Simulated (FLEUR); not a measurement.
## Magnetic state of GdN from several starts

A self-consistent run ends on one state, which hangs on the start. Several orders of GdN are started in FLEUR and their energies compared.

Method: PBE with U = 6 eV on Gd f; all-electron FLAPW, Dirac cores, scalar-relativistic bands, in FLEUR MaX-R8.1.

Report form: the programs' logs are mostly left out.

The database entry behind the starting cell differs from later determinations by our own check (about 0.3 % long), so it need not match the best structure at ambient conditions.

**1. Set-up**

It takes space group Fm-3m (No. 225, cubic). The conventional cell has a = 4.999 Å, b = 4.999 Å, c = 4.999 Å, α = 90.00°, β = 90.00°, γ = 90.00°. Nearest to Gd lie 6 N at 2.50 Å. Nearest to N lie 6 Gd at 2.50 Å. Farther neighbours and most contacts between anions are not listed.

**2. Run 1 (ferro +)**

The parallel start is the test of whether parallel moments hold. The U counters the self-interaction that shrinks the moments of a localised shell.

The file n_mmp_mat seeds the f occupations with whole cubic orbitals by Hund's first rule, so that the U acts from the first pass. inpgen writes inp.xml from crystal.txt; cutoffs, mixing, functional, smearing and local orbitals are then set in the file. The k list default-1 (kpts.xml, not shown) is a Γ-centred 8×8×8 mesh; where the ranks do not divide the number of points, some are split in two of half the weight.

Contents of inp.xml:

```
<?xml version="1.0" encoding="UTF-8" standalone="no"?>
<fleurInput fleurInputVersion="0.39">
   <comment>
      GdN
   </comment>
   <calculationSetup>
      <cutoffs Kmax="3.61" Gmax="10.8" GmaxXC="10.8" numbands="0"/>
      <scfLoop itmax="120" minDistance="0.0001" maxIterBroyd="15" imix="Anderson" alpha="0.05" precondParam="0.0" spinf="2.0" sdNocoIR="T"/>
      <coreElectrons ctail="T" frcor="F" kcrel="0" coretail_lmax="0"/>
      <xcFunctional name="pbe" relativisticCorrections="F"/>
      <magnetism jspins="2"/>
      <soc l_soc="F" theta="0.0" phi="0.0" spav="F"/>
      <expertModes spex="0" secvar="F"/>
      <geometryOptimization l_f="F" forcealpha="1.0" forcemix="BFGS" epsdisp="0.00001" epsforce="0.00001"/>
      <ldaU l_linMix="F" mixParam="0.05" spinf="1.0"/>
   </calculationSetup>
   <cell>
      <bzIntegration valenceElectrons="23.0" mode="hist" fermiSmearingEnergy="0.00183747">
         <kPointListSelection listName="default-1"/>
         <xi:include xmlns:xi="http://www.w3.org/2001/XInclude" href="kpts.xml"> </xi:include>
      </bzIntegration>
      <xi:include xmlns:xi="http://www.w3.org/2001/XInclude" href="sym.xml"> </xi:include>
      <bulkLattice scale="1.0">
         <bravaisMatrix>
            <row-1>    0.0000000000000000     4.7233704484376995     4.7233704484376995</row-1>
            <row-2>    4.7233704484376995     0.0000000000000000     4.7233704484376995</row-2>
            <row-3>    4.7233704484376995     4.7233704484376995     0.0000000000000000</row-3>
         </bravaisMatrix>
      </bulkLattice>
   </cell>
   <atomSpecies>
      <species name="Gadolinium7.000" element="Gd" atomicNumber="64">
         <mtSphere radius="2.8" gridPoints="925" logIncrement="0.014"/>
         <atomicCutoffs lmax="10" lnonsphr="8"/>
         <electronConfig flipSpins="F">
            <coreConfig>(1s1/2) (2s1/2) (2p1/2) (2p3/2) (3s1/2) (3p1/2) (3p3/2) (4s1/2) (3d3/2) (3d5/2) (4p1/2) (4p3/2) (4d3/2) (4d5/2)</coreConfig>
            <valenceConfig>(5s1/2) (5p1/2) (5p3/2) (6s1/2) (4f5/2) (4f7/2) (5d3/2) (5d5/2)</valenceConfig>
            <stateOccupation state="(4f5/2)" spinUp="2.5" spinDown="0.5"/>
            <stateOccupation state="(4f7/2)" spinUp="4.0" spinDown="0.0"/>
            <stateOccupation state="(5d3/2)" spinUp="0.4" spinDown="0.0"/>
            <stateOccupation state="(5d5/2)" spinUp="0.6" spinDown="0.0"/>
         </electronConfig>
         <energyParameters s="6" p="6" d="5" f="4"/>
         <ldaU l="3" U="6.0" J="0.0" l_amf="F"/>
         <lo type="SCLO" l="0" n="5" eDeriv="0"/>
         <lo type="SCLO" l="1" n="5" eDeriv="0"/>
      </species>
      <species name="Nitrogen (N)" element="N" atomicNumber="7">
         <mtSphere radius="1.66" gridPoints="549" logIncrement="0.019"/>
         <atomicCutoffs lmax="6" lnonsphr="4"/>
         <electronConfig flipSpins="F">
            <coreConfig>(1s1/2)</coreConfig>
            <valenceConfig>(2s1/2) (2p1/2) (2p3/2)</valenceConfig>
            <stateOccupation state="(2p1/2)" spinUp="0.500000" spinDown="0.500000"/>
            <stateOccupation state="(2p3/2)" spinUp="1.000000" spinDown="1.000000"/>
         </electronConfig>
         <energyParameters s="2" p="2" d="3" f="4"/>
      </species>
   </atomSpecies>
   <atomGroups>
      <atomGroup species="Gadolinium7.000">
         <relPos label="                   1">.0000000000 .0000000000 .0000000000</relPos>
         <force calculate="T" relaxXYZ="TTT"/>
      </atomGroup>
      <atomGroup species="Nitrogen (N)">
         <relPos label="                   2">1.000/2.000 1.000/2.000 1.000/2.000</relPos>
         <force calculate="T" relaxXYZ="TTT"/>
      </atomGroup>
   </atomGroups>
   <output dos="F" band="F" slice="F">
      <bandDOS minEnergy="-.5*Htr" maxEnergy="0.5*Htr" sigma="0.015" storeEVData="T"/>
      <plotting iplot="0" polar="F">
         <plot TwoD="T" vec1="  1.0  0.0  0.0" vec2="  0.0  1.0  0.0" vec3="  0.0  0.0  1.0" zero="  0.0  0.0  0.0" file="plot"/>
      </plotting>
      <moessbauerParams electricFieldGradient="F" isomerShift="F" coreHyperfine="F" valenceHyperfine="F"/>
   </output>
</fleurInput>
```

Contents of crystal.txt:

```
GdN
&input film=F cartesian=F /
0.00000000000  2.49950000000  2.49950000000
2.49950000000  0.00000000000  2.49950000000
2.49950000000  2.49950000000  0.00000000000
1.8897261246
1.0 1.0 1.0

2
64 0.00000000000  0.00000000000  0.00000000000 : 7.000
7 0.50000000000  0.50000000000  0.50000000000

&kpt div1=8 div2=8 div3=8 gamma=T /
```

Launch:

```
OMP_NUM_THREADS=1 inpgen -f crystal.txt > inpgen.log  # inp.xml is then edited as shown
OMP_NUM_THREADS=1 mpirun -n 4 fleur_MPI > fleur.log
```

Wall time 12 s (4 MPI ranks of Intel Xeon Platinum 8375C at 2.90GHz (Ice Lake), shared host); peak memory 0.25 GiB; 48 s of CPU time.

Numbers from this step:

| Quantity | Value |
| --- | --- |
| free energy | -308452.4472 eV |
| program's band gap on this mesh (in a metal only a level spacing) | 0.1917 eV |
| magnetization | 7.000 μB |
| final state | ferromagnetic, with opposed induced moments |
| largest moment | 7.049 μB |

After 18 cycles the largest moment stands at 7.05 μB.

**3. Start 2: antiferro q=(0,1/2,1/2) +-**

Another pattern of signs weighs the neighbour shells otherwise.

The cell is doubled to 4 atoms to hold this order. The mesh is halved along the doubled vector, so that both cells sample the same points. The k list default-1 (kpts.xml, not shown) is a Γ-centred 8×4×8 mesh.

Edit inp.xml of step 2 so:

```diff
@@ -17,3 +17,3 @@
    <cell>
-      <bzIntegration valenceElectrons="23.0" mode="hist" fermiSmearingEnergy="0.00183747">
+      <bzIntegration valenceElectrons="46.0" mode="hist" fermiSmearingEnergy="0.00183747">
          <kPointListSelection listName="default-1"/>
@@ -25,4 +25,4 @@
             <row-1>    0.0000000000000000     4.7233704484376995     4.7233704484376995</row-1>
-            <row-2>    4.7233704484376995     0.0000000000000000     4.7233704484376995</row-2>
-            <row-3>    4.7233704484376995     4.7233704484376995     0.0000000000000000</row-3>
+            <row-2>    9.4467408968753990     0.0000000000000000     9.4467408968753990</row-2>
+            <row-3>    9.4467408968753990     4.7233704484376995     4.7233704484376995</row-3>
          </bravaisMatrix>
@@ -41,2 +41,18 @@
             <stateOccupation state="(5d5/2)" spinUp="0.6" spinDown="0.0"/>
+         </electronConfig>
+         <energyParameters s="6" p="6" d="5" f="4"/>
+         <ldaU l="3" U="6.0" J="0.0" l_amf="F"/>
+         <lo type="SCLO" l="0" n="5" eDeriv="0"/>
+         <lo type="SCLO" l="1" n="5" eDeriv="0"/>
+      </species>
+      <species name="Gadolinium-7.000" element="Gd" atomicNumber="64">
+         <mtSphere radius="2.8" gridPoints="925" logIncrement="0.014"/>
+         <atomicCutoffs lmax="10" lnonsphr="8"/>
+         <electronConfig flipSpins="F">
+            <coreConfig>(1s1/2) (2s1/2) (2p1/2) (2p3/2) (3s1/2) (3p1/2) (3p3/2) (4s1/2) (3d3/2) (3d5/2) (4p1/2) (4p3/2) (4d3/2) (4d5/2)</coreConfig>
+            <valenceConfig>(5s1/2) (5p1/2) (5p3/2) (6s1/2) (4f5/2) (4f7/2) (5d3/2) (5d5/2)</valenceConfig>
+            <stateOccupation state="(4f5/2)" spinUp="0.5" spinDown="2.5"/>
+            <stateOccupation state="(4f7/2)" spinUp="0.0" spinDown="4.0"/>
+            <stateOccupation state="(5d3/2)" spinUp="0.0" spinDown="0.4"/>
+            <stateOccupation state="(5d5/2)" spinUp="0.0" spinDown="0.6"/>
          </electronConfig>
@@ -64,4 +80,12 @@
       </atomGroup>
+      <atomGroup species="Gadolinium-7.000">
+         <relPos label="                   2">.0000000000 1.000/2.000 .0000000000</relPos>
+         <force calculate="T" relaxXYZ="TTT"/>
+      </atomGroup>
       <atomGroup species="Nitrogen (N)">
-         <relPos label="                   2">1.000/2.000 1.000/2.000 1.000/2.000</relPos>
+         <relPos label="                   3">1.000/2.000 .0000000000 1.000/2.000</relPos>
+         <force calculate="T" relaxXYZ="TTT"/>
+      </atomGroup>
+      <atomGroup species="Nitrogen (N)">
+         <relPos label="                   4">1.000/2.000 1.000/2.000 1.000/2.000</relPos>
          <force calculate="T" relaxXYZ="TTT"/>
```

Contents of crystal.txt:

```
GdN
&input film=F cartesian=F /
0.00000000000  2.49950000000  2.49950000000
4.99900000000  0.00000000000  4.99900000000
4.99900000000  2.49950000000  2.49950000000
1.8897261246
1.0 1.0 1.0

4
64 0.00000000000  0.00000000000  0.00000000000 : 7.000
64 0.00000000000  0.50000000000  0.00000000000 : -7.000
7 0.50000000000  0.00000000000  0.50000000000
7 0.50000000000  0.50000000000  0.50000000000

&kpt div1=8 div2=4 div3=8 gamma=T /
```

The job ended after 66 s (4 MPI ranks; peak memory 0.48 GiB; 4.4 min of CPU time).

Spin moment in the muffin-tin sphere by atom:

| atom | spin moment in the muffin-tin sphere (μB) |
| --- | --- |
| Gd1 | 7.03 |
| Gd2 | -7.03 |
| N3 | 0.04 |
| N4 | -0.04 |

Read from the output:

- free energy: -616904.8794 eV
- program's band gap on this mesh (in a metal only a level spacing): 0.03908 eV
- magnetization: 0 μB
- final state: antiferromagnetic

It lies 7.45 meV a seeded atom over the first start, and its largest moment is 7.03 μB against 7.05 μB.

**4. Order 3, typed as antiferro q=(0,0,1/2) +-**

An opposed order shows whether neighbours prefer unlike signs.

This order needs a doubled cell of 4 atoms. The mesh is halved along the doubled vector, so that both cells sample the same points. The k list default-1 (kpts.xml, not shown) is a Γ-centred 8×8×4 mesh.

Edit inp.xml of step 3 so:

```diff
@@ -25,4 +25,4 @@
             <row-1>    0.0000000000000000     4.7233704484376995     4.7233704484376995</row-1>
-            <row-2>    9.4467408968753990     0.0000000000000000     9.4467408968753990</row-2>
-            <row-3>    9.4467408968753990     4.7233704484376995     4.7233704484376995</row-3>
+            <row-2>    4.7233704484376995     0.0000000000000000     4.7233704484376995</row-2>
+            <row-3>    9.4467408968753990     9.4467408968753990     0.0000000000000000</row-3>
          </bravaisMatrix>
@@ -81,3 +81,3 @@
       <atomGroup species="Gadolinium-7.000">
-         <relPos label="                   2">.0000000000 1.000/2.000 .0000000000</relPos>
+         <relPos label="                   2">.0000000000 .0000000000 1.000/2.000</relPos>
          <force calculate="T" relaxXYZ="TTT"/>
@@ -85,7 +85,4 @@
       <atomGroup species="Nitrogen (N)">
-         <relPos label="                   3">1.000/2.000 .0000000000 1.000/2.000</relPos>
-         <force calculate="T" relaxXYZ="TTT"/>
-      </atomGroup>
-      <atomGroup species="Nitrogen (N)">
-         <relPos label="                   4">1.000/2.000 1.000/2.000 1.000/2.000</relPos>
+         <relPos label="                   3">1.000/2.000 1.000/2.000 1.000/4.000</relPos>
+         <relPos label="                   4">1.000/2.000 1.000/2.000 -1.000/4.000</relPos>
          <force calculate="T" relaxXYZ="TTT"/>
```

Contents of crystal.txt:

```
GdN
&input film=F cartesian=F /
0.00000000000  2.49950000000  2.49950000000
2.49950000000  0.00000000000  2.49950000000
4.99900000000  4.99900000000  0.00000000000
1.8897261246
1.0 1.0 1.0

4
64 0.00000000000  0.00000000000  0.00000000000 : 7.000
64 0.00000000000  0.00000000000  0.50000000000 : -7.000
7 0.50000000000  0.50000000000  0.25000000000
7 0.50000000000  0.50000000000  0.75000000000

&kpt div1=8 div2=8 div3=4 gamma=T /
```

Run time: 52 s. Hardware: 4 MPI ranks; peak memory 0.42 GiB; 3.5 min of CPU time.

Spin moment in the muffin-tin sphere by atom:

| atom | spin moment in the muffin-tin sphere (μB) |
| --- | --- |
| Gd1 | 7.05 |
| Gd2 | -7.05 |
| N3 | 0.00 |
| N4 | 0.00 |

Read from the output:

- free energy: -616904.8863 eV
- program's band gap on this mesh (in a metal only a level spacing): 0.07603 eV
- magnetization: 0 μB
- final state: antiferromagnetic

It lies 4.00 meV a seeded atom over the first start, and its largest moment is 7.05 μB against 7.05 μB.

**5. Run 4 (no spin polarisation)**

A spinless run shows what the cell costs with no moments; under a U that can hold a penalty on part-filled orbitals beside the lost exchange.

The k list default-1 (kpts.xml, not shown) is a Γ-centred 8×8×8 mesh.

Contents of inp.xml:

```
<?xml version="1.0" encoding="UTF-8" standalone="no"?>
<fleurInput fleurInputVersion="0.39">
   <comment>
      GdN
   </comment>
   <calculationSetup>
      <cutoffs Kmax="3.61" Gmax="10.8" GmaxXC="10.8" numbands="0"/>
      <scfLoop itmax="120" minDistance="0.0001" maxIterBroyd="15" imix="Anderson" alpha="0.05" precondParam="0.0" spinf="2.0" sdNocoIR="T"/>
      <coreElectrons ctail="T" frcor="F" kcrel="0" coretail_lmax="0"/>
      <xcFunctional name="pbe" relativisticCorrections="F"/>
      <magnetism jspins="1"/>
      <soc l_soc="F" theta="0.0" phi="0.0" spav="F"/>
      <expertModes spex="0" secvar="F"/>
      <geometryOptimization l_f="F" forcealpha="1.0" forcemix="BFGS" epsdisp="0.00001" epsforce="0.00001"/>
      <ldaU l_linMix="F" mixParam="0.05" spinf="1.0"/>
   </calculationSetup>
   <cell>
      <bzIntegration valenceElectrons="23.0" mode="hist" fermiSmearingEnergy="0.00183747">
         <kPointListSelection listName="default-1"/>
         <xi:include xmlns:xi="http://www.w3.org/2001/XInclude" href="kpts.xml"> </xi:include>
      </bzIntegration>
      <xi:include xmlns:xi="http://www.w3.org/2001/XInclude" href="sym.xml"> </xi:include>
      <bulkLattice scale="1.0">
         <bravaisMatrix>
            <row-1>    0.0000000000000000     4.7233704484376995     4.7233704484376995</row-1>
            <row-2>    4.7233704484376995     0.0000000000000000     4.7233704484376995</row-2>
            <row-3>    4.7233704484376995     4.7233704484376995     0.0000000000000000</row-3>
         </bravaisMatrix>
      </bulkLattice>
   </cell>
   <atomSpecies>
      <species name="Gadolinium (Gd)" element="Gd" atomicNumber="64">
         <mtSphere radius="2.8" gridPoints="925" logIncrement="0.014"/>
         <atomicCutoffs lmax="10" lnonsphr="8"/>
         <electronConfig flipSpins="F">
            <coreConfig>(1s1/2) (2s1/2) (2p1/2) (2p3/2) (3s1/2) (3p1/2) (3p3/2) (4s1/2) (3d3/2) (3d5/2) (4p1/2) (4p3/2) (4d3/2) (4d5/2)</coreConfig>
            <valenceConfig>(5s1/2) (5p1/2) (5p3/2) (6s1/2) (4f5/2) (4f7/2) (5d3/2) (5d5/2)</valenceConfig>
            <stateOccupation state="(4f5/2)" spinUp="1.500000" spinDown="1.500000"/>
            <stateOccupation state="(4f7/2)" spinUp="2.000000" spinDown="2.000000"/>
            <stateOccupation state="(5d3/2)" spinUp="0.200000" spinDown="0.200000"/>
            <stateOccupation state="(5d5/2)" spinUp="0.300000" spinDown="0.300000"/>
         </electronConfig>
         <energyParameters s="6" p="6" d="5" f="4"/>
         <ldaU l="3" U="6.0" J="0.0" l_amf="F"/>
         <lo type="SCLO" l="0" n="5" eDeriv="0"/>
         <lo type="SCLO" l="1" n="5" eDeriv="0"/>
      </species>
      <species name="Nitrogen (N)" element="N" atomicNumber="7">
         <mtSphere radius="1.66" gridPoints="549" logIncrement="0.019"/>
         <atomicCutoffs lmax="6" lnonsphr="4"/>
         <electronConfig flipSpins="F">
            <coreConfig>(1s1/2)</coreConfig>
            <valenceConfig>(2s1/2) (2p1/2) (2p3/2)</valenceConfig>
            <stateOccupation state="(2p1/2)" spinUp="0.500000" spinDown="0.500000"/>
            <stateOccupation state="(2p3/2)" spinUp="1.000000" spinDown="1.000000"/>
         </electronConfig>
         <energyParameters s="2" p="2" d="3" f="4"/>
      </species>
   </atomSpecies>
   <atomGroups>
      <atomGroup species="Gadolinium (Gd)">
         <relPos label="                   1">.0000000000 .0000000000 .0000000000</relPos>
         <force calculate="T" relaxXYZ="TTT"/>
      </atomGroup>
      <atomGroup species="Nitrogen (N)">
         <relPos label="                   2">1.000/2.000 1.000/2.000 1.000/2.000</relPos>
         <force calculate="T" relaxXYZ="TTT"/>
      </atomGroup>
   </atomGroups>
   <output dos="F" band="F" slice="F">
      <bandDOS minEnergy="-.5*Htr" maxEnergy="0.5*Htr" sigma="0.015" storeEVData="T"/>
      <plotting iplot="0" polar="F">
         <plot TwoD="T" vec1="  1.0  0.0  0.0" vec2="  0.0  1.0  0.0" vec3="  0.0  0.0  1.0" zero="  0.0  0.0  0.0" file="plot"/>
      </plotting>
      <moessbauerParams electricFieldGradient="F" isomerShift="F" coreHyperfine="F" valenceHyperfine="F"/>
   </output>
</fleurInput>
```

Contents of crystal.txt:

```
GdN
&input film=F cartesian=F /
0.00000000000  2.49950000000  2.49950000000
2.49950000000  0.00000000000  2.49950000000
2.49950000000  2.49950000000  0.00000000000
1.8897261246
1.0 1.0 1.0

2
64 0.00000000000  0.00000000000  0.00000000000
7 0.50000000000  0.50000000000  0.50000000000

&kpt div1=8 div2=8 div3=8 gamma=T /
```

Run time: 32 s. Hardware: 4 MPI ranks; peak memory 0.23 GiB.

Numbers from this step:

```yaml
free_energy: -308441.6710 eV
program_s_band_gap_on_this_mesh_in_a_metal_only_a_level_spacing: 0.001809 eV
final_state: non-magnetic (no spin polarisation)
```

It lies 10776 meV a seeded atom over the first start.

**6. Energies of the orders**

Free energies are divided by the number of seeded atoms, so that cells of unlike size compare. Wavevectors q in the names are fractions of the primitive cell's reciprocal vectors.

Orders:

| start | final state | typed order kept | energy over the lowest (meV a seeded atom) | largest sphere moment (μB) | net moment (μB a primitive cell) | mesh matched | CPU time (s) |
| --- | --- | --- | --- | --- | --- | --- | --- |
| ferro + | ferromagnetic, with opposed induced moments | yes | 0 | 7.049 | 7 | yes | 47.86 |
| antiferro q=(0,1/2,1/2) +- | antiferromagnetic | yes | 7.448 | 7.032 | 0 | yes | 263.8 |
| antiferro q=(0,0,1/2) +- | antiferromagnetic | yes | 3.996 | 7.047 | 0 | yes | 208 |
| no spin polarisation | non-magnetic | - | 10776 | 0 | 0 | yes | 125.5 |

**7. Outcome**

```json
{
 "lowest state found": "ferromagnetic (typed ferro +)",
 "largest site spin moment": "7.05 μB",
 "next finished state": "antiferromagnetic, 4.00 meV a seeded atom higher",
 "spinless run over the lowest (under a U no clean measure of the moments)": "10776 meV a seeded atom"
}
```

What this shows: The lowest state found is ferromagnetic, reached from the start ferro +, with moments up to 7.05 μB. The next finished state costs 4.0 meV a seeded atom. Under a U a spinless run can be left with part-filled orbitals, which the U penalises, or fall into a low-spin state, so its energy is no clean measure of what the moments gain. Only 4 starts were tried; other patterns of signs, canted and longer-period orders were not. The f shell is half filled, so the spin-only picture is fair.

[Logs and program files are shortened in this print: banners, set-up blocks, solver, clock and traceback lines can be left out without a mark of their own.]

[Logs are printed without paths, hosts, clocks, repeated set-up lines and the standing remarks that a program may print on its own settings, such as how far it seeks lower states.]

[Hosts, paths, dates, database ids (printed as entryN), source tags and the programs' standing remarks are cut or masked in the printed files.]

[Where a cell is said to come from a database of computed structures, the database is the Materials Project.]
